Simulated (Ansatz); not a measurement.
# Phonons of GaN (F-43m) against volume, part 2 of 2

Wanted: mode Grüneisen parameters of GaN (F-43m).

Ansatz 0.2.0; DFT LDA, scalar-relativistic, plane waves, PAW; PAW set soft_1.

So far, highest frequency on the path or at a solved wavevector (cm⁻¹): step 2 (response at finite wavevector) 731.

### 4. Phonons at the other volume, volume ratio 0.97

The phonons are repeated at this volume on the same k and q meshes.

Input file input.yaml:

```yaml
crystal:
  lattice:
    - [0.0, 2.2050999388, 2.2050999388]
    - [2.2050999388, 0.0, 2.2050999388]
    - [2.2050999388, 2.2050999388, 0.0]
  atoms:
    - { symbol: Ga, position: [0.0, 0.0, 0.0] }
    - { symbol: "N", position: [0.75, 0.75, 0.75] }
kpoints:
  mp_grid: { grid: [12, 12, 12] }
hamiltonian:
  xc: lda
  pseudopotentials: { kind: paw, azcp: { folder: soft_1 }, xc_functional: pbe }
scf:
  occupations: { method: fixed }
output:
  eigenvalues: true
phonons:
  method: dfpt
  dielectric: true
  rigid_motions: translations
  qmesh: [4, 4, 4]
  temperatures: { t_max: 1000, t_step: 50 }
  qpath:
    path:
      - [[0.0, 0.0, 0.0], [-0.5, -0.5, 0.0], [-0.375, -0.375, 0.25]]
      - [[-0.375, 0.0, 0.375], [0.0, 0.0, 0.0], [0.0, 0.0, 0.5], [-0.5, -0.25, 0.25], [-0.5, -0.5, 0.0]]
    npoints: 10
```

Run with:

```bash
$ ansatz run input.yaml --threads 4 --pin off --max-ram 10240MiB --backend cpu --events-out ev --progress --plain --runs-dir out
```

Numbers of over 12 decimals in the logs are rounded to 6 here.

Output:

```text
[...]
Crystal: 2 atoms, lattice volume = 21.444 Å³
Basis set: ecut = 420 eV, 411 PW (Γ), exchange–correlation on 48×48×48 points (8 copies of the dense FFT grid, shifted against one another)
Bands: 13, of which v1, the nominal top of the filled ones, is band 9 counted from 1 (8 counted from 0)
Symmetry: 24 space group operations
k-points: 280 of 1728 (irreducible under 4 space group operations, time reversal used)
[...]
SCF iter   1: F=—  HF=-4082.761557 eV  |F-HF|=—  |Δ(HF+E_count)|=         —  Δρ=1.11e-1  dr2=2.35e0  ethr=3.10e-3  ⟨swp⟩=4.0  Hψ=16150  notcnv=0  defer=367
[...]
SCF iter   9: F=-4082.074600 eV  HF=-4082.074600 eV  |F-HF|=9.09e-13  |Δ(HF+E_count)|=  1.50e-11  Δρ=5.07e-8  dr2=1.82e-13  ethr=1.00e-12  ⟨swp⟩=6.1  Hψ=19151  notcnv=0
SCF 1 converged in 9 iterations: F = -4082.074600 eV  dr2 = 1.82e-13
[...]
NSCF: frozen V_eff on 1 k-points
DFPT response loops at Γ: preconditioner auto → none (the input reference at scf.mixing.eps_inf says where Resta's filter doesn't serve); β = 0.50; Broyden in place of MSR1
── the response to a field inside a basis, on 12×12×12 k-points: an SCF that follows is theirs, and a resumed run solves both again ──
Bands: 10, of which v1, the nominal top of the filled ones, is band 9 counted from 1 (8 counted from 0)
k-points: 182 of 1728 (irreducible under 6 space group operations, time reversal used)
[...]
Eigensolver: Dense (182 Hₖ)
SCF iter   1: F=—  HF=-4082.076666 eV  |F-HF|=—  |Δ(HF+E_count)|=         —  Δρ=5.21e-4  dr2=9.93e-6  ethr=1.00e-1
[...]
SCF iter   4: F=-4082.076665 eV  HF=-4082.076665 eV  |F-HF|=3.91e-9  |Δ(HF+E_count)|=   1.02e-6  Δρ=1.34e-5  dr2=1.34e-8  ethr=1.25e-8
SCF 1 converged in 4 iterations: F = -4082.076665 eV  dr2 = 1.34e-8
[...]
SCF converged after 9 iterations
Free energy (F): -4082.074600 eV
[...]
Internal energy: -4082.074600 eV  (E = F + TS)
E sigma→0 (E₀):  -4082.074600 eV
Fermi energy:    10.293207 eV
[...]
--- Band table (eV; the first three rows and the last of 280) ---
  k-point 0: bands = [... 5 lower, -2.9923, 10.2932, 10.2932, 10.2932, 12.4532, 20.8276, 20.8276, 20.8276]
  k-point 1: bands = [... 5 lower, -2.9936, 9.4941, 10.2102, 10.2102, 13.0576, 20.4568, 20.9555, 20.9555]
  k-point 2: bands = [... 5 lower, -2.9944, 7.9865, 9.9941, 9.9941, 13.9844, 19.7681, 21.2106, 21.2106]
  k-point 279: bands = [... 5 lower, -0.7665, 4.2594, 6.2604, 6.2696, 16.5426, 19.1853, 20.9607, 21.4748]
--- Phonons (Γ-DFPT): 2 representative perturbations + reference, on 280 of 1728 k-points (Σ response iterations 6) ---
  k mesh reduced under 4 symmetry operations, with k and −k counted as one. Each operation leaves every solved perturbation unchanged. A smaller set is not considered because the run solves the response to a homogeneous field
  ASR residual: 4.447e-5 → 0.000e0 eV/Å²; symmetrization residual: 1.188e-6 eV/Å²
  ASR residual per site (eV/Å²): 4.45e-5 2.46e-6
  Γ frequencies (cm⁻¹): 0.00 0.00 0.00 578.17 578.17 578.17
  ε∞ (high-frequency dielectric tensor):
        5.606429    -0.000000    -0.000000
       -0.000000     5.606429     0.000000
       -0.000000     0.000000     5.606429
  ε⁰ (static dielectric tensor: ions relaxed, cell fixed):
        9.635350     0.000000     0.000000
        0.000000     9.635350    -0.000000
        0.000000    -0.000000     9.635350
  ε⁰ − ε∞ (ionic part):
        4.028920     0.000000     0.000000
        0.000000     4.028920    -0.000000
        0.000000    -0.000000     4.028920
  softest optical mode at Γ: 578.17 cm⁻¹; the repairs (sum rule, projections) moved no ω² at Γ by more than (0.56 cm⁻¹)²
  Born effective charges Z* (e; rows j = field, columns β = displacement):
    site 0:
         2.61646    0.00000   -0.00000
         0.00000    2.61646    0.00000
         0.00000    0.00000    2.61646
    site 1:
        -2.61646   -0.00000    0.00000
        -0.00000   -2.61646   -0.00000
        -0.00000   -0.00000   -2.61646
  Z* charge neutrality: 5.987e-4 e pre-enforcement
  solved inside a basis spanned on kpoints, on 12×12×12 k-points, its susceptibility summed on 16×16×16: ε∞ is read to err by 1.4e-2, Z* by 1.4e-2 e (field_mesh: kpoints solves on kpoints); Z* is corrected for what the basis lacks
  optical modes at Γ without the LO–TO term, one row a degenerate level:
      ω (cm⁻¹)  modes    IR ((D/Å)²/amu)
        578.17      3            40.6230
  optical modes at Γ + LO–TO along q̂ = [1.0000, 0.0000, 0.0000]:
      ω (cm⁻¹)  modes    IR ((D/Å)²/amu)
        578.17      2            27.0820
        757.96      1            13.5410
  optical modes at Γ + LO–TO along q̂ = [0.0000, 1.0000, 0.0000]:
      ω (cm⁻¹)  modes    IR ((D/Å)²/amu)
        578.17      2            27.0820
        757.96      1            13.5410
  optical modes at Γ + LO–TO along q̂ = [0.0000, 0.0000, 1.0000]:
      ω (cm⁻¹)  modes    IR ((D/Å)²/amu)
        578.17      2            27.0820
        757.96      1            13.5410
--- Phonons (arbitrary-q DFPT): 8 irreducible q on the 4×4×4 mesh ---
[...]
interpolated dispersion: 63 rows × 6 modes
[...]
```

Run time: 2 min. Hardware: 4 threads of Intel Xeon Platinum 8488C (Sapphire Rapids), shared host; peak memory 1.7 GiB; 7.3 min of CPU time.

This step gave:

```yaml
sum_rule_residual_before_enforcement: 4.45e-5 eV/Å²
miss_of_the_charge_sum_rule: 5.99e-4 e
estimated_error_of_the_dielectric_tensor: 0.01426
estimated_error_of_the_born_charges: 0.01395 e
highest_frequency_on_the_path_or_at_a_solved_wavevector: 758 cm⁻¹
mean_frequency: 439.3 cm⁻¹
debye_temperature_second_moment: 922 K
logarithmic_mean_frequency: 366.6 cm⁻¹
highest_optical_mode_at_the_zone_centre_no_lo_to_term: 578.2 cm⁻¹
lowest_optical_zone_centre_mode: 578.2 cm⁻¹
mean_high_frequency_dielectric_constant: 5.606
largest_born_charge_third_of_the_trace: 2.616 e
mean_static_dielectric_constant: 9.635
top_of_the_zone_centre_spectrum_with_the_field: 758.0 cm⁻¹
lowest_mode_on_the_q_mesh_acoustic_modes_at_gamma_apart: 103.4 cm⁻¹
zero_point_energy_per_atom: 81.69 meV
```

Frequencies (cm⁻¹) solved at each irreducible wavevector; negative means imaginary. Frequencies by wavevector, by row:

| q in reciprocal lattice units | star | mode 1 | mode 2 | mode 3 | mode 4 | mode 5 | mode 6 |
| --- | --- | --- | --- | --- | --- | --- | --- |
| 0 0 0 | 1 | 0 | 0 | 0 | 578.2 | 578.2 | 578.2 |
| 0 0 0.25 | 8 | 103.4 | 103.4 | 248.3 | 593.5 | 593.5 | 742.9 |
| 0 0 -0.5 | 4 | 135.4 | 135.4 | 351.3 | 604.3 | 604.3 | 726.2 |
| 0 0.25 0.25 | 6 | 150.7 | 150.7 | 243.3 | 617.2 | 617.2 | 741.8 |
| 0 0.25 -0.5 | 24 | 173.2 | 219.2 | 319.3 | 627.1 | 657.5 | 719.1 |
| 0 0.25 -0.25 | 12 | 147.3 | 219.7 | 294.5 | 607.5 | 658.6 | 723.7 |
| 0 -0.5 -0.5 | 3 | 193.4 | 193.4 | 357.4 | 644.8 | 644.8 | 716.2 |
| 0.25 -0.5 -0.25 | 6 | 214.6 | 248.3 | 312.5 | 656.4 | 665.8 | 709.9 |

The highest optical mode at the zone centre (no LO-TO term) is 578.2 cm⁻¹, +25.7 cm⁻¹ against the base run.

### 5. Relaxing at another volume, volume ratio 1.03

The volume is scaled by 1.03 and held; symmetry leaves nothing to relax, so this is a single point. The modes can then be followed against volume.

input.yaml, the sections that differ from step 4:

```yaml
crystal:
  lattice:
    - [0.0, 2.2496594177, 2.2496594177]
    - [2.2496594177, 0.0, 2.2496594177]
    - [2.2496594177, 2.2496594177, 0.0]
  atoms:
    - { symbol: Ga, position: [0.0, 0.0, 0.0] }
    - { symbol: "N", position: [0.75, 0.75, 0.75] }
output:
  forces: true
  stress: true
  eigenvalues: true
# kpoints, hamiltonian, scf: as in step 4
# phonons: removed
```

Output:

```text
[...]
Crystal: 2 atoms, lattice volume = 22.771 Å³
Basis set: ecut = 420 eV, 459 PW (Γ)
Bands: 13, of which v1, the nominal top of the filled ones, is band 9 counted from 1 (8 counted from 0)
Symmetry: 24 space group operations
[...]
k-points: 72 of 1728 (time reversal used)
[...]
--- Band table (eV; the first three rows and the last of 72) ---
  k-point 0: bands = [... 5 lower, -3.9211, 9.3460, 9.3460, 9.3460, 11.1156, 19.5033, 19.5033, 19.5033]
  k-point 1: bands = [... 5 lower, -3.9222, 8.5247, 9.2696, 9.2696, 11.7599, 19.1337, 19.6223, 19.6223]
  k-point 2: bands = [... 5 lower, -3.9227, 7.0639, 9.0692, 9.0692, 12.6850, 18.4549, 19.8639, 19.8639]
  k-point 71: bands = [... 5 lower, -1.7482, 3.5491, 5.5859, 5.6340, 15.4774, 17.6253, 19.5393, 20.2794]
[key lines of the parts left out:]
SCF converged after 7 iterations
Free energy (F): -4082.075919 eV
Fermi energy:    9.345993 eV
P = ⅓ Tr σ = -5.5989 GPa (-55.989 kbar)
```

Run time: 0.78 s. Hardware: 4 threads; peak memory 0.43 GiB.

This step gave:

| Quantity | Value |
| --- | --- |
| pressure | -5.599 GPa |
| gap on the k-mesh | 1.770 eV |
| volume per atom | 11.39 Å³ |
| direct gap on mesh | 1.770 eV |

At this level the gap is 1.77 eV on the k-mesh of the self-consistent run, which can miss the band edges.

### 6. Phonons at the other volume, volume ratio 1.03

The phonons are repeated at this volume on the same k and q meshes.

input.yaml, the sections that differ from step 5:

```yaml
output:
  eigenvalues: true
phonons:
  method: dfpt
  dielectric: true
  rigid_motions: translations
  qmesh: [4, 4, 4]
  temperatures: { t_max: 1000, t_step: 50 }
  qpath:
    path:
      - [[0.0, 0.0, 0.0], [-0.5, -0.5, 0.0], [-0.375, -0.375, 0.25]]
      - [[-0.375, 0.0, 0.375], [0.0, 0.0, 0.0], [0.0, 0.0, 0.5], [-0.5, -0.25, 0.25], [-0.5, -0.5, 0.0]]
    npoints: 10
# crystal, kpoints, hamiltonian, scf: as in step 5
```

Output:

```text
[...]
Crystal: 2 atoms, lattice volume = 22.771 Å³
Basis set: ecut = 420 eV, 459 PW (Γ), exchange–correlation on 48×48×48 points (8 copies of the dense FFT grid, shifted against one another)
Bands: 13, of which v1, the nominal top of the filled ones, is band 9 counted from 1 (8 counted from 0)
Symmetry: 24 space group operations
[...]
optical modes at Γ + LO–TO along q̂ = [0.0000, 1.0000, 0.0000]:
      ω (cm⁻¹)  modes    IR ((D/Å)²/amu)
        528.43      2            27.7143
        705.86      1            13.8571
  optical modes at Γ + LO–TO along q̂ = [0.0000, 0.0000, 1.0000]:
      ω (cm⁻¹)  modes    IR ((D/Å)²/amu)
        528.43      2            27.7143
        705.86      1            13.8571
--- Phonons (arbitrary-q DFPT): 8 irreducible q on the 4×4×4 mesh ---
[...]
interpolated dispersion: 63 rows × 6 modes
[...]
[key lines of the parts left out:]
SCF converged after 9 iterations
Free energy (F): -4082.075920 eV
Fermi energy:    9.345886 eV
```

Wall time 2.4 min (4 threads); peak memory 1.7 GiB.

This step gave:

```
sum-rule residual before enforcement                    : 1.24e-5 eV/Å²
miss of the charge sum rule                             : 4.27e-5 e
estimated error of the dielectric tensor                : 0.01579
estimated error of the Born charges                     : 0.01368 e
highest frequency on the path or at a solved wavevector : 705.9 cm⁻¹
mean frequency                                          : 408.3 cm⁻¹
Debye temperature (second moment)                       : 851 K
logarithmic mean frequency                              : 345.9 cm⁻¹
highest optical mode at the zone centre (no LO-TO term) : 528.4 cm⁻¹
lowest optical zone-centre mode                         : 528.4 cm⁻¹
mean high-frequency dielectric constant                 : 5.926
largest Born charge (third of the trace)                : 2.647 e
mean static dielectric constant                         : 10.57
top of the zone-centre spectrum with the field          : 705.9 cm⁻¹
lowest mode on the q mesh (acoustic modes at Γ apart)   : 105.0 cm⁻¹
zero-point energy per atom                              : 75.93 meV
```

Frequencies (cm⁻¹) solved at each irreducible wavevector; negative means imaginary. Frequencies by wavevector, by row:

| q in reciprocal lattice units | star | mode 1 | mode 2 | mode 3 | mode 4 | mode 5 | mode 6 |
| --- | --- | --- | --- | --- | --- | --- | --- |
| 0 0 0 | 1 | 0 | 0 | 0 | 528.4 | 528.4 | 528.4 |
| 0 0 0.25 | 8 | 105 | 105 | 232.1 | 541.6 | 541.6 | 691 |
| 0 0 -0.5 | 4 | 139 | 139 | 331.2 | 550.5 | 550.5 | 671.8 |
| 0 0.25 0.25 | 6 | 148.7 | 148.7 | 227.2 | 564.1 | 564.1 | 690.1 |
| 0 0.25 -0.5 | 24 | 173 | 211.4 | 299.4 | 572.3 | 603.3 | 665.4 |
| 0 0.25 -0.25 | 12 | 148.9 | 210.9 | 275.3 | 553.5 | 604.6 | 670.7 |
| 0 -0.5 -0.5 | 3 | 192.3 | 192.3 | 336.6 | 588.8 | 588.8 | 662.5 |
| 0.25 -0.5 -0.25 | 6 | 207 | 241.1 | 291.8 | 600.5 | 612.2 | 655.3 |

The highest optical mode at the zone centre (no LO-TO term) is 528.4 cm⁻¹, -24.1 cm⁻¹ against the base run.

The log warns of the k mesh: “the force constants stand on the 12×12×12 k-mesh, whose period is 13.79 times the interband length at k = (0.0000, 0.0000, 0.0000), direct gap 1.770 eV, under 14: take them and everything formed from them as unconverged”.

### 7. Grüneisen parameters

The Grüneisen parameter of a mode is minus the logarithmic change of its frequency with volume, −d ln ω / d ln V; weighted by heat capacity it gives the expansion.

This step gave:

- bulk modulus: 203 GPa

Phonon branches along the path, in cm⁻¹:

| point | branch 1 | branch 2 | branch 3 | branch 4 | branch 5 | branch 6 |
| --- | --- | --- | --- | --- | --- | --- |
| Γ | 0 | 0 | 0 | 552 | 552 | 731 |
| halfway | 150 | 150 | 235 | 590 | 590 | 715 |
| X | 193 | 193 | 347 | 616 | 616 | 689 |
| halfway | 191 | 211 | 337 | 612 | 626 | 688 |
| U | 183 | 238 | 316 | 603 | 645 | 688 |
| jump to K | 183 | 238 | 316 | 603 | 645 | 688 |
| halfway | 118 | 177 | 250 | 570 | 602 | 705 |
| Γ | 0 | 0 | 0 | 552 | 552 | 731 |
| halfway | 104 | 104 | 240 | 567 | 567 | 716 |
| L | 138 | 138 | 341 | 576 | 576 | 698 |
| halfway | 172 | 211 | 314 | 594 | 628 | 692 |
| W | 211 | 245 | 302 | 628 | 638 | 682 |
| halfway | 202 | 215 | 329 | 622 | 625 | 687 |
| X | 193 | 193 | 347 | 616 | 616 | 689 |

The same for volume x 0.97:

| point | branch 1 | branch 2 | branch 3 | branch 4 | branch 5 | branch 6 |
| --- | --- | --- | --- | --- | --- | --- |
| Γ | 0 | 0 | 0 | 578 | 578 | 758 |
| X | 193 | 193 | 357 | 645 | 645 | 716 |
| U | 183 | 243 | 326 | 632 | 673 | 716 |
| K | 183 | 243 | 326 | 632 | 673 | 716 |
| Γ | 0 | 0 | 0 | 578 | 578 | 758 |
| L | 135 | 135 | 351 | 604 | 604 | 726 |
| W | 214 | 248 | 312 | 656 | 666 | 710 |
| X | 193 | 193 | 357 | 645 | 645 | 716 |

The same for volume x 1.03:

| point | branch 1 | branch 2 | branch 3 | branch 4 | branch 5 | branch 6 |
| --- | --- | --- | --- | --- | --- | --- |
| Γ | 0 | 0 | 0 | 528 | 528 | 706 |
| X | 192 | 192 | 337 | 589 | 589 | 662 |
| U | 183 | 233 | 306 | 577 | 619 | 661 |
| K | 183 | 233 | 306 | 577 | 619 | 661 |
| Γ | 0 | 0 | 0 | 528 | 528 | 706 |
| L | 139 | 139 | 331 | 550 | 550 | 672 |
| W | 207 | 241 | 292 | 600 | 612 | 655 |
| X | 192 | 192 | 337 | 589 | 589 | 662 |

The first set of phonon branches as a text plot (rows in cm⁻¹):

```
    742 |**                          *****
    711 |  *********         ********     ***********
    679 |           *********                        ************
    647 |               *******                        ******
    616 |        **********    **                   *************
    584 |    ****          *********         **********
    553 |****                    ************
    521 |
    490 |
    458 |
    426 |
    395 |
    363 |
    332 |         ********                     *******       ****
    300 |        *        *****               *       *******
    268 |       *              *             *
    237 |      *        ******* *           *          *******
    205 |    **     ****       * *         *         ** *********
    174 |       ****    *****   * **                ****
    142 |   ****             *** *        *   *******
    111 |  **                   *****    *  **
     79 |  *                      ***     **
     47 | *                         **  **
     16 |*                           ****
         Γ           X  U|K            Γ         L        W     X
```

Mode Grueneisen parameter -dln(w)/dln(V), modes matched by rank; at Γ the acoustic branches take the value of a neighbouring point of the path. The mode Grüneisen parameters at the labelled points ():

| point | branch 1 | branch 2 | branch 3 | branch 4 | branch 5 | branch 6 |
| --- | --- | --- | --- | --- | --- | --- |
| Γ | 0.00 | 0.00 | 1.18 | 1.50 | 1.50 | 1.19 |
| halfway | 0.22 | 0.22 | 1.14 | 1.50 | 1.50 | 1.20 |
| X | 0.10 | 0.10 | 1.00 | 1.51 | 1.51 | 1.30 |
| halfway | 0.07 | 0.38 | 1.01 | 1.52 | 1.48 | 1.30 |
| U | 0.01 | 0.71 | 1.07 | 1.53 | 1.41 | 1.31 |
| jump to K | 0.01 | 0.71 | 1.07 | 1.53 | 1.41 | 1.31 |
| halfway | -0.31 | 0.62 | 1.08 | 1.54 | 1.47 | 1.23 |
| Γ | -0.63 | 0.66 | 1.06 | 1.50 | 1.50 | 1.19 |
| halfway | -0.24 | -0.24 | 1.13 | 1.52 | 1.52 | 1.21 |
| L | -0.44 | -0.44 | 0.98 | 1.55 | 1.55 | 1.30 |
| halfway | 0.07 | 0.58 | 1.08 | 1.53 | 1.42 | 1.31 |
| W | 0.59 | 0.49 | 1.14 | 1.48 | 1.40 | 1.33 |
| halfway | 0.36 | 0.36 | 1.03 | 1.50 | 1.47 | 1.31 |
| X | 0.10 | 0.10 | 1.00 | 1.51 | 1.51 | 1.30 |

The mode Grüneisen parameters as a text plot (rows in , shown from -0.5 to 1.6 only):

```
   1.51 |********************************************************
   1.42 |               ********                     *********
   1.34 |            ********                    ****************
   1.26 |       *****        ****       **   ****
   1.17 |*******                 ************            **
   1.09 |       **       ***************    **       ****  **
   1.01 |         *******                     *******        ****
   0.92 |
   0.84 |
   0.76 |                  **
   0.67 |                **  ***  ******
   0.59 |               *       **                    ******
   0.51 |                                                ****
   0.42 |                                            *      **
   0.34 |              *                                *
   0.26 |      **                                   *         *
   0.17 |   ***  ***  *                                *       *
   0.09 |  *        ****                              *         *
   0.01 |**             ***                        *
  -0.08 |                  **                        *
  -0.16 |                    **
  -0.24 |                      *         *****      *
  -0.33 |                       *       *     *   **
  -0.41 |                        *             ****
         Γ           X  U|K            Γ         L        W     X
```

(dS/dlnV)/C_V. Table of thermodynamic Grueneisen parameter by temperature:

| temperature (K) | thermodynamic Grueneisen parameter |
| --- | --- |
| 50 | 0.174 |
| 100 | 0.386 |
| 150 | 0.55 |
| 200 | 0.679 |
| 250 | 0.766 |
| 300 | 0.821 |
| 350 | 0.857 |
| 400 | 0.882 |
| 450 | 0.899 |
| 500 | 0.912 |
| 550 | 0.921 |
| 600 | 0.929 |
| 650 | 0.934 |
| 700 | 0.939 |
| 750 | 0.943 |
| 800 | 0.946 |
| 850 | 0.948 |
| 900 | 0.95 |
| 950 | 0.952 |
| 1000 | 0.953 |

Gamma C_V/(B V) at the static volume. Table of volume expansion by temperature:

| temperature (K) | volume expansion (1e-6/K) |
| --- | --- |
| 50 | 0.23 |
| 100 | 1.82 |
| 150 | 4.06 |
| 200 | 6.53 |
| 250 | 8.79 |
| 300 | 10.6 |
| 350 | 12.0 |
| 400 | 13.1 |
| 450 | 13.9 |
| 500 | 14.6 |
| 550 | 15.1 |
| 600 | 15.5 |
| 650 | 15.8 |
| 700 | 16.1 |
| 750 | 16.3 |
| 800 | 16.5 |
| 850 | 16.6 |
| 900 | 16.7 |
| 950 | 16.8 |
| 1000 | 16.9 |

### 8. Results

```yaml
bulk_modulus: 203 GPa
gap_deformation_potential: -6.50 eV
thermodynamic_grueneisen_parameter_at_300_k: 0.821
volume_expansion_at_300_k_estimated: 10.6 × 10⁻⁶ K⁻¹
```

In words: By this estimate the volume grows by 10.6 × 10⁻⁶ per kelvin at 300 K. Without the field, the highest optical mode at Γ goes from 578 to 528 cm⁻¹ as the cell grows, a Grüneisen parameter of 1.50. Mode parameters on the path run from -0.63 to 1.6, with a median of 1.2. Modes with negative values stiffen as the cell grows and pull against the expansion. Branches are matched by rank, so values near crossings are rough. The expansion is the Grüneisen estimate at the static volume, with the static bulk modulus. With the field response the log warns that the k mesh is coarse for the force constants too, so the frequencies may not be converged. The program warns that the interpolation holds no quadrupole term, so branches close to Γ can be off in this crystal. The PAW files were made for PBE and serve the other functionals too.

[Logs are printed without paths, hosts, clocks, repeated set-up lines and the standing remarks that a program may print on its own settings, such as how far it seeks lower states.]

[Hosts, paths, dates, database ids (printed as entryN), source tags and the programs' standing remarks are cut or masked in the printed files.]
